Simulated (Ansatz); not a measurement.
# PbSe (Clausthalite, Fm-3m): lattice thermal conductivity

Wanted: κ(T), lifetimes and mean free paths for PbSe (Clausthalite).

What experiment has found for this phase:
- thermal conductivity 2 W/m/K near room temperature (given in “Combining the AFLOW GIBBS and Elastic Libraries to efficiently and robustly screen thermo-mechanical properties of solids”, 2017, arXiv:1611.05714)
- thermal conductivity 2 W/m/K near room temperature (given in “Predicting the lattice thermal conductivity of solids by solving the Boltzmann transport equation: AFLOW - AAPL an automated, accurate and efficient framework”, 2017, arXiv:1611.05481)

Method: DFT LDA, scalar-relativistic, plane waves, PAW, in Ansatz 0.2.0.

Report form: the programs' logs are mostly left out.

### 1. Set-up

It takes space group Fm-3m (No. 225, cubic). The conventional cell has a = 6.121 Å, b = 6.121 Å, c = 6.121 Å, α = 90.00°, β = 90.00°, γ = 90.00°. Nearest to Pb lie 6 Se at 3.06 Å. Nearest to Se lie 6 Pb at 3.06 Å. Farther neighbours and most contacts between anions are not listed.

As a file:

```cif
data_structure
_symmetry_space_group_name_H-M 'P 1'
_symmetry_Int_Tables_number 1
_cell_length_a 4.3284
_cell_length_b 4.3284
_cell_length_c 4.3284
_cell_angle_alpha 60.000
_cell_angle_beta 60.000
_cell_angle_gamma 60.000
_cell_volume 57.34
loop_
_atom_site_label
_atom_site_type_symbol
_atom_site_fract_x
_atom_site_fract_y
_atom_site_fract_z
_atom_site_occupancy
Pb1 Pb 0.00000 0.00000 0.00000 1
Se2 Se 0.50000 0.50000 0.50000 1
```

### 2. Probe on a coarse mesh

Before spending time, one coarse run tells the gap and the pressure of the starting cell.

Input file input.yaml:

```yaml
crystal:
  lattice:
    - [0.0, 3.06065, 3.06065]
    - [3.06065, 0.0, 3.06065]
    - [3.06065, 3.06065, 0.0]
  atoms:
    - { symbol: Pb, position: [0.0, 0.0, 0.0] }
    - { symbol: Se, position: [0.5, 0.5, 0.5] }
kpoints:
  mp_grid: { grid: [6, 6, 6] }
hamiltonian:
  xc: lda
scf:
  occupations: { method: gaussian, width: 0.1 }
output:
  forces: true
  stress: true
  eigenvalues: true
```

Command:

```
$ ansatz run input.yaml --threads 16 --pin off --max-ram 30720MiB --backend cpu --events-out ev --progress --plain --runs-dir out
```

The job ended after 0.55 s (16 threads of Arm Neoverse N1, shared host; peak memory 0.39 GiB).

This step gave:

```
pressure          : -2.187 GPa
volume per atom   : 28.67 Å³
gap on the k-mesh : 0.1853 eV
```

The start is under -2.2 GPa at this level and looks like an insulator or semiconductor on this mesh.

### 3. Finding the static equilibrium

The vibrations must be taken about the equilibrium of this functional, not about the starting cell, so the structure is relaxed.

input.yaml, the sections that differ from step 2:

```yaml
kpoints:
  mp_grid: { grid: [10, 10, 10] }
scf:
  occupations: { method: gaussian, width: 0.01 }
relax:
  adjacent_minimum: "off"
  f_tol: 0.005
  max_steps: 80
  cell: { stress_tol: 0.05 }
# crystal, hamiltonian, output: as in step 2
```

Wall time 2.5 s (16 threads); peak memory 0.49 GiB; 23 s of CPU time.

Step by step:

| step | energy less that of the first step (eV) | largest force component (eV/Å) | pressure (GPa) | volume (Å³) |
| --- | --- | --- | --- | --- |
| 1 | 0.0000 | 0.0000 | -2.10 | 57.34 |
| 2 | -0.0112 | 0.0000 | 1.19 | 54.00 |
| 3 | -0.0152 | 0.0000 | -0.03 | 55.17 |
| 4* | -0.0149 | 0.0000 | -0.03 | 55.17 |

Relaxation steps marked * repeat the geometry before them on a plane-wave basis chosen anew for their cell, so energy and pressure can jump there.

The run keeps the 48 symmetry operations that it works with, so distortions that break them were not tested.

| conventional cell, symmetrised | before | after | change |
| --- | --- | --- | --- |
| a (Å) | 6.121 | 6.043 | -1.3 % |
| b (Å) | 6.121 | 6.043 | -1.3 % |
| c (Å) | 6.121 | 6.043 | -1.3 % |
| volume (Å³/atom) | 28.67 | 27.58 | -3.8 % |

Final coordinates:

```xyz
2
Lattice="0.0000 3.0215 3.0215 3.0215 0.0000 3.0215 3.0215 3.0215 0.0000" Properties=species:S:1:pos:R:3 pbc="T T T"
Pb    0.0000    0.0000    0.0000
Se    3.0215    3.0215    3.0215
```

Numbers from this step:

```yaml
pressure: -0.02898 GPa
volume_per_atom: 27.58 Å³
gap_on_the_k_mesh: 0.05093 eV
```

The relaxation ends with a pressure of -0.03 GPa.

### 4. Tight relaxation

The thresholds are tightened for a last relaxation ahead of the phonons, and where mesh or smearing change with them the cell follows.

input.yaml, the sections that differ from step 3:

```yaml
crystal:
  lattice:
    - [0.0, 3.0214650872, 3.0214650872]
    - [3.0214650872, 0.0, 3.0214650872]
    - [3.0214650872, 3.0214650872, 0.0]
  atoms:
    - { symbol: Pb, position: [0.0, 0.0, 0.0] }
    - { symbol: Se, position: [0.5, 0.5, 0.5] }
kpoints:
  mp_grid: { grid: [12, 12, 12] }
relax:
  adjacent_minimum: "off"
  f_tol: 0.001
  max_steps: 60
  cell: { stress_tol: 0.01 }
# hamiltonian, scf, output: as in step 3
```

Elapsed: 2.9 s, on 16 threads; peak memory 0.53 GiB; 30 s of CPU time.

Little changed from the start: no atom moved by 0.005 Å and no cell edge by 0.1 %.

Numbers from this step:

| Quantity | Value |
| --- | --- |
| pressure | -1.24e-4 GPa |
| volume per atom | 27.57 Å³ |
| gap on the k-mesh | 0.04922 eV |

The residual pressure is -1.2e-4 GPa, small enough for phonons.

### 5. An input with a fault

This input was changed on purpose, to see how the program answers.

Input file input.yaml:

```yaml
crystal:
  lattice:
    - [0.0, 3.0210229857, 3.0210229857]
    - [3.0210229857, 0.0, 3.0210229857]
    - [3.0210229857, 3.0210229857, 0.0]
  atoms:
    - { symbol: Pb, position: [0.0, 0.0, 0.0] }
    - { symbol: Se, position: [0.5, 0.5, 0.5] }
kpoints:
  mp_grid: { grid: [10, 10, 10] }
hamiltonian:
  xc: lda
scf:
  occupations: { method: gaussian, width: 0.01 }
  max_iter: 50
output:
  eigenvalues: true
phonons:
  supercell: [2, 2, 2]
  dielectric: false
  third_order: { supercell: [2, 2, 2], pair_cutoff: 3.171 }
  lattice_thermal_conductivity:
    qmesh: [9, 10, 11]
    temperatures: [300]
    isotope_mass_variance:
      - { species: Pb, variance: 1.944e-05 }
      - { species: Se, variance: 0.0004628 }
```

Elapsed: 0.18 s, on 16 threads; peak memory 0.1 GiB.

The input was rejected at the start.

The program's message: “Error: invalid value for `phonons.lattice_thermal_conductivity.qmesh`: [9, 10, 11] is not mapped onto itself by every operation of the crystal's point group, which phonons.lattice_thermal_conductivity …”

The fault put into the input: a q mesh that breaks the point group.

### 6. A first try at the third-order batch

This batch did not finish: the script that drives the runs cut it off, as soon as it could not fit the time left for it.

input.yaml, the sections that differ from step 5:

```yaml
kpoints:
  mp_grid: { grid: [12, 12, 12] }
scf:
  occupations: { method: gaussian, width: 0.01 }
phonons:
  method: fd
  qmesh: [6, 6, 6]
  temperatures: { t_max: 1000, t_step: 50 }
  qpath:
    path:
      - [[0.0, 0.0, 0.0], [0.5, 0.0, 0.5], [0.625, 0.25, 0.625]]
      - [[0.375, 0.375, 0.75], [0.0, 0.0, 0.0], [0.5, 0.5, 0.5], [0.5, 0.25, 0.75], [0.5, 0.0, 0.5]]
    npoints: 10
  third_order: { supercell: [3, 3, 3], pair_cutoff: 5.383 }
  lattice_thermal_conductivity:
    qmesh: [17, 17, 17]
    temperatures: [100.0, 150.0, 200.0, 300.0, 400.0, 500.0, 600.0, 800.0]
    isotope_mass_variance:
      - { species: Pb, variance: 1.944e-05 }
      - { species: Se, variance: 0.0004628 }
  dielectric: false
# crystal, hamiltonian, output: as in step 5
```

The job ended after 60 min (16 threads).

The run was cut off at the time limit after its SCF cycle had converged; no result of it is taken.

### 7. Results

```
conductivity : not obtained on sound settings
```

**Reading.** No conductivity was obtained: the third-order run did not finish in the time allowed.

[Logs are printed without paths, hosts, clocks, repeated set-up lines and the standing remarks that a program may print on its own settings, such as how far it seeks lower states.]

[Hosts, paths, dates, database ids (printed as entryN), source tags and the programs' standing remarks are cut or masked in the printed files.]

[A step with changed settings may run another functional than the one named; its input shows which.]
